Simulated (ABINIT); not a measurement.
## Quasiparticle gap of Al2O3 (Corundum) in ABINIT

How does a plane-wave GW calculation on Al2O3 (Corundum) run from the first input to the gap?

Calculated with ABINIT 10.8.3; PBE and many-body steps on it, plane waves.

**The experiments to reproduce.**

- Gap 8.7 eV: optical band gap of host from absorption; optical absorption, quoted from earlier work; bulk crystal (high-purity reference sample) (quoted in “Multi-petahertz electron interference in Cr:Al2O3 solid-state material”, 2018, pmc:5906618).

## 1. Starting point

Symmetry: R-3c, No. 167, trigonal system. Conventional cell: a = 4.760 Å, b = 4.760 Å, c = 12.996 Å, α = 90.00°, β = 90.00°, γ = 120.00°. Al has 6 O at 1.85 to 1.97 Å nearest. Nearest to O lie 4 Al at 1.85 to 1.97 Å. Farther neighbours and most contacts between anions are not listed.

The cell and positions come from the Crystallography Open Database and are kept as given unless a step says otherwise.

## 2. Ground state

This step: ABINIT 10.8.3; DFT, PBE, plane waves, norm-conserving pseudopotentials.

The ground-state density comes first.

Contents of run.abi:

```
acell 3*1.0 Angstrom
rprim 
  2.380249999995 1.374237978213 4.331866666707
  -2.380249999995 1.374237978213 4.331866666707
  -0.000000000000 -2.748475956495 4.331866666685
ntypat 2
znucl 13 8
natom 10
typat 1 1 1 1 2 2 2 2 2 2
xred 
  0.352160000000 0.352160000000 0.352160000000
  0.147840000000 0.147840000000 0.147840000000
  0.647840000000 0.647840000000 0.647840000000
  0.852160000000 0.852160000000 0.852160000000
  0.556680000000 0.943320000000 0.250000000000
  0.250000000000 0.556680000000 0.943320000000
  0.943320000000 0.250000000000 0.556680000000
  0.443320000000 0.056680000000 0.750000000000
  0.750000000000 0.443320000000 0.056680000000
  0.056680000000 0.750000000000 0.443320000000
pp_dirpath "pseudos"
pseudos "Al.upf, O.upf"
ecut 36
ngkpt 6 6 6
nshiftk 1
shiftk 0 0 0
kptopt 1
chksymbreak 0
nband 33
occopt 1
tolvrs 1e-10
nstep 60
prtwf 0
indata_prefix "in"
outdata_prefix "out"
tmpdata_prefix "tmp"
```

Launch:

```sh
$ OMP_NUM_THREADS=1 mpirun -n 4 abinit run.abi > log
```

Numbers of over 12 decimals in the logs are rounded to 6 here.

The log of the run:

```text
.Version 10.8.3 of ABINIT. v10.8.2 released Aug 2026.

 Symmetries : space group R-3 c (#167); Bravais hR (rhombohedral)
================================================================================
 Values of the parameters that define the memory need of the present run
     intxc =       0    ionmov =       0      iscf =       7    lmnmax =       6
     lnmax =       6     mgfft =      54  mpssoang =       3    mqgrid =    3001
     natom =      10  nloc_mem =       1    nspden =       1   nspinor =       1
    nsppol =       1      nsym =      12    n1xccc =    2501    ntypat =       2
    occopt =       1   xclevel =       2
-    mband =          33        mffmem =           1         mkmem =           8
       mpw =        5939          nfft =      157464          nkpt =          32
================================================================================
  Rough estimation (10% accuracy) of disk space for files :
================================================================================

--------------------------------------------------------------------------------
------------- Echo of variables that govern the present computation ------------
--------------------------------------------------------------------------------
 -outvars: echo values of preprocessed input variables --------
            acell      1.8897261259E+00  1.8897261259E+00  1.8897261259E+00 Bohr

      chksymbreak           0
             ecut      3.60000000E+01 Hartree
-          fftalg         312

              ixc     -101130
              kpt      0.00000000E+00  0.00000000E+00  0.00000000E+00
                       1.66666667E-01  0.00000000E+00  0.00000000E+00
                       3.33333333E-01  0.00000000E+00  0.00000000E+00
                       5.00000000E-01  0.00000000E+00  0.00000000E+00
                       1.66666667E-01  1.66666667E-01  0.00000000E+00
                       3.33333333E-01  1.66666667E-01  0.00000000E+00
                       5.00000000E-01  1.66666667E-01  0.00000000E+00
                      -3.33333333E-01  1.66666667E-01  0.00000000E+00
                      -1.66666667E-01  1.66666667E-01  0.00000000E+00
   [... 21 further rows ...]
                      -3.33333333E-01  5.00000000E-01  3.33333333E-01
                       5.00000000E-01  5.00000000E-01  5.00000000E-01
         kptrlatt        6    0    0      0    6    0      0    0    6
          kptrlen      5.39762473E+01
P           mkmem           8
            natom          10
            nband          33
            ngfft          54      54      54
             nkpt          32
            nstep          60
             nsym          12
           ntypat           2
              occ      2.000000  2.000000  2.000000  2.000000  2.000000  2.000000
                       2.000000  2.000000  2.000000  2.000000  2.000000  2.000000
                       2.000000  2.000000  2.000000  2.000000  2.000000  2.000000
                       2.000000  2.000000  2.000000  2.000000  2.000000  2.000000
                       0.000000  0.000000  0.000000  0.000000  0.000000  0.000000
[...]
prtwf           0
            rprim      2.3802500000E+00  1.3742379782E+00  4.3318666667E+00
[...]
spgroup         167

           tolvrs      1.00000000E-10

             xred      3.5216000000E-01  3.5216000000E-01  3.5216000000E-01
[...]
znucl       13.00000    8.00000

================================================================================

 chkinp: Checking input parameters for consistency.

================================================================================
== DATASET  1 ==================================================================
-   mpi_nproc: 4, omp_nthreads: 1 (-1 if OMP is not activated)

--- !DatasetInfo
iteration_state: {dtset: 1, }
dimensions: {natom: 10, nkpt: 32, mband: 33, nsppol: 1, nspinor: 1, nspden: 1, mpw: 5939, }
cutoff_energies: {ecut:  36.0, pawecutdg:  -1.0, }
electrons: {nelect:   4.80000000E+01, charge:   0.00000000E+00, occopt:   1.00000000E+00, tsmear:   1.00000000E-02, }

 Real(R)+Recip(G) space primitive vectors, cartesian coordinates (Bohr,Bohr^-1):
 R(1)=  4.4980206  2.5969334  8.1860416  G(1)=  0.1111600  0.0641783  0.0407197
 R(2)= -4.4980206  2.5969334  8.1860416  G(2)= -0.1111600  0.0641783  0.0407197
 R(3)=  0.0000000 -5.1938668  8.1860416  G(3)=  0.0000000 -0.1283565  0.0407197
 Unit cell volume ucvol=  5.7372986E+02 bohr^3
 Angles (23,13,12)=  5.52866708E+01  5.52866708E+01  5.52866708E+01 degrees

 getcut: wavevector=  0.0000  0.0000  0.0000  ngfft=  54  54  54
         ecut(hartree)=     36.000   => boxcut(ratio)=   2.06269

--- Pseudopotential description ------------------------------------------------
- Al Generated using ONCVPSP code by D. R. Hamann
- 13.00000   3.00000  171031                  znucl, zion, pspdat
12 -101130 2 -1 1876                          pspcod,pspxc,lmax,lloc,mmax
     nproj     2     2     2
  pspatm : epsatm=    4.08140545
         --- l  ekb(1:nproj) -->
[...]
pspatm: atomic psp has been read  and splines computed

- O Generated using ONCVPSP code by D. R. Hamann
-  8.00000   6.00000  171031                  znucl, zion, pspdat
[...]
sigma(3 3)= -1.49987676E-04  sigma(2 1)=  0.00000000E+00

--- !ResultsGS
iteration_state: {dtset: 1, }
comment   : Summary of ground state results
lattice_vectors:
- [  4.4980206,   2.5969334,   8.1860416, ]
- [ -4.4980206,   2.5969334,   8.1860416, ]
- [ -0.0000000,  -5.1938668,   8.1860416, ]
lattice_lengths: [   9.69472,    9.69472,    9.69472, ]
lattice_angles: [ 55.287,  55.287,  55.287, ] # degrees, (23, 13, 12)
lattice_volume:   5.7372986E+02
convergence: {deltae: -2.785E-12, res2:  1.040E-11, residm:  2.600E-04, diffor: null, }
etotal    :  -1.09118253E+02
entropy   :   0.00000000E+00
fermie    :   1.90422253E-01
cartesian_stress_tensor: # hartree/bohr^3
- [ -1.71017973E-04,   0.00000000E+00,   0.00000000E+00, ]
- [  0.00000000E+00,  -1.71017973E-04,   0.00000000E+00, ]
- [  0.00000000E+00,   0.00000000E+00,  -1.49987676E-04, ]
pressure_GPa:   4.8253E+00
xred      :
- [  3.5216E-01,   3.5216E-01,   3.5216E-01, Al]
- [  1.4784E-01,   1.4784E-01,   1.4784E-01, Al]
- [  6.4784E-01,   6.4784E-01,   6.4784E-01, Al]
- [  8.5216E-01,   8.5216E-01,   8.5216E-01, Al]
- [  5.5668E-01,   9.4332E-01,   2.5000E-01,  O]
- [  2.5000E-01,   5.5668E-01,   9.4332E-01,  O]
- [  9.4332E-01,   2.5000E-01,   5.5668E-01,  O]
- [  4.4332E-01,   5.6680E-02,   7.5000E-01,  O]
- [  7.5000E-01,   4.4332E-01,   5.6680E-02,  O]
- [  5.6680E-02,   7.5000E-01,   4.4332E-01,  O]
cartesian_forces: # hartree/bohr
- [ -2.79163877E-19,   5.35226069E-15,  -1.00298696E-03, ]
- [  4.29639177E-20,  -5.35225487E-15,   1.00298696E-03, ]
- [  2.35795790E-19,  -5.35203803E-15,   1.00298696E-03, ]
- [  1.30508430E-19,   5.35203803E-15,  -1.00298696E-03, ]
- [ -9.40521458E-04,   7.39579573E-20,   5.07592917E-20, ]
- [  4.70260729E-04,  -8.14515475E-04,  -4.32465950E-15, ]
- [  4.70260729E-04,   8.14515475E-04,   4.32466755E-15, ]
- [  9.40521458E-04,  -7.39579573E-20,  -7.39120475E-21, ]
- [ -4.70260729E-04,   8.14515475E-04,   4.32470287E-15, ]
- [ -4.70260729E-04,  -8.14515475E-04,  -4.32462418E-15, ]
force_length_stats: {min:   9.40521458E-04, max:   1.00298696E-03, mean:   9.65507658E-04, }

 Integrated electronic density in atomic spheres:
 ------------------------------------------------
 Atom  Sphere_radius  Integrated_density
[...]
================================================================================

 ----iterations are completed or convergence reached----

 Mean square residual over all n,k,spin=   27.214E-07; max=  26.000E-05
 reduced coordinates (array xred) for   10 atoms
[...]
0.250000000000      0.556680000000      0.943320000000
       0.943320000000      0.250000000000      0.556680000000
       0.443320000000      0.056680000000      0.750000000000
       0.750000000000      0.443320000000      0.056680000000
       0.056680000000      0.750000000000      0.443320000000
 rms dE/dt=  5.8415E-03; max dE/dt=  8.2105E-03; dE/dt below (all hartree)
    1       0.008210492975      0.008210492975      0.008210492975
    2      -0.008210492975     -0.008210492975     -0.008210492975
    3      -0.008210492975     -0.008210492975     -0.008210492975
    4       0.008210492975      0.008210492975      0.008210492975
    5       0.004230484903     -0.004230484903      0.000000000000
    6       0.000000000000      0.004230484903     -0.004230484903
    7      -0.004230484903     -0.000000000000      0.004230484903
    8      -0.004230484903      0.004230484903     -0.000000000000
    9      -0.000000000000     -0.004230484903      0.004230484903
   10       0.004230484903      0.000000000000     -0.004230484903

 cartesian coordinates (angstrom) at end:
[...]
cartesian forces (hartree/bohr) at end:
[...]
frms,max,avg= 5.5771603E-04 1.0029870E-03   0.000E+00  0.000E+00  0.000E+00 h/b

 cartesian forces (eV/Angstrom) at end:
[...]
6      0.024182    -0.041884    -2.2e-13
    7      0.024182     0.041884     2.2e-13
    8      0.048364    -0.000000    -0.000000
    9     -0.024182     0.041884     2.2e-13
   10     -0.024182    -0.041884    -2.2e-13
 frms,max,avg= 2.8678911E-02 5.1575663E-02   0.000E+00  0.000E+00  0.000E+00 e/A
 length scales=  1.889726125908  1.889726125908  1.889726125908 bohr
              =  1.000000000000  1.000000000000  1.000000000000 angstroms
 prteigrs : about to open file out_EIG
 Fermi (or HOMO) energy (hartree) =   0.19042   Average Vxc (hartree)=  -0.42200
 Eigenvalues (hartree) for nkpt=  32  k points:
 kpt#   1, nband= 33, wtk=  0.00463, kpt=  0.0000  0.0000  0.0000 (reduced coord)
  -0.51404   -0.42818   -0.41791   -0.41791   -0.40624   -0.40624   -0.06247   -0.02571
  -0.01292   -0.01292    0.02849    0.03206    0.03206    0.06905    0.08213    0.13786
   0.13786    0.14281    0.14281    0.17247    0.17247    0.18878    0.18878    0.19042
   0.42070    0.52806    0.58648    0.61540    0.61540    0.62103    0.64669    0.64670
   0.64831
 prteigrs : prtvol=0 or 1, do not print more k-points.

--- !EnergyTerms
iteration_state     : {dtset: 1, }
comment             : Components of total free energy in Hartree
kinetic             :  7.20682127625938E+01
hartree             :  2.66734646915443E+01
xc                  : -3.01908344679662E+01
Ewald energy        : -8.81149730954744E+01
psp_core            :  4.47583638932495E+00
local_psp           : -7.93092830893802E+01
non_local_psp       : -1.47206758846520E+01
total_energy        : -1.09118252694010E+02
total_energy_eV     : -2.96925892054326E+03
band_energy         : -2.03056298659786E+00

 Cartesian components of stress tensor (hartree/bohr^3)
  sigma(1 1)= -1.71017973E-04  sigma(3 2)=  0.00000000E+00
  sigma(2 2)= -1.71017973E-04  sigma(3 1)=  0.00000000E+00
  sigma(3 3)= -1.49987676E-04  sigma(2 1)=  0.00000000E+00

-Cartesian components of stress tensor (GPa)         [Pressure=  4.8253E+00 GPa]
- sigma(1 1)= -5.03152249E+00  sigma(3 2)=  0.00000000E+00
- sigma(2 2)= -5.03152249E+00  sigma(3 1)=  0.00000000E+00
- sigma(3 3)= -4.41278979E+00  sigma(2 1)=  0.00000000E+00

== END DATASET(S) ==============================================================
================================================================================

 -outvars: echo values of variables after computation  --------
           etotal     -1.0911825269E+02
            nband          33
             nkpt          32
          spgroup         167
 [... the other variables as echoed above ...]

 Calculation completed.
```

Wall time 85 s (4 MPI ranks of Arm Neoverse V1, shared host); peak memory 0.47 GiB.

Numbers from this step:

| Item | Value |
| --- | --- |
| total energy | -2969.2589 eV |
| gap | 6.266 eV |
| k of the valence top | 0, 0, 0 |
| k of the conduction bottom | 0, 0, 0 |
| least direct gap | 6.266 eV |
| pressure | 4.825 GPa |

The gap is direct, at Γ.

The cutoff was set for levels, not for stress, so the pressure can be off by some GPa.

(Continued in part 2 of 3.)

[Paths, hosts, dates, memory and timing lines, banners, echoed tables and standing remarks are left out of the program output.]

[Logs are printed without paths, hosts, clocks, repeated set-up lines and the standing remarks that a program may print on its own settings, such as how far it seeks lower states.]

[Runs of the session that timed out or met a known fault of the program may be left out.]

[Hosts, paths, dates, database ids (printed as entryN), source tags and the programs' standing remarks are cut or masked in the printed files.]

[G0W0 gaps are taken among the corrected bands and points alone; a level outside them can change the order at an edge.]

[Where Ansatz stands beside ABINIT at settings called matched, ABINIT's density can come from a denser mesh and the files from another edition; pairs whose starting gaps differed by over 0.03 eV were left out, so agreement reads better than it is.]
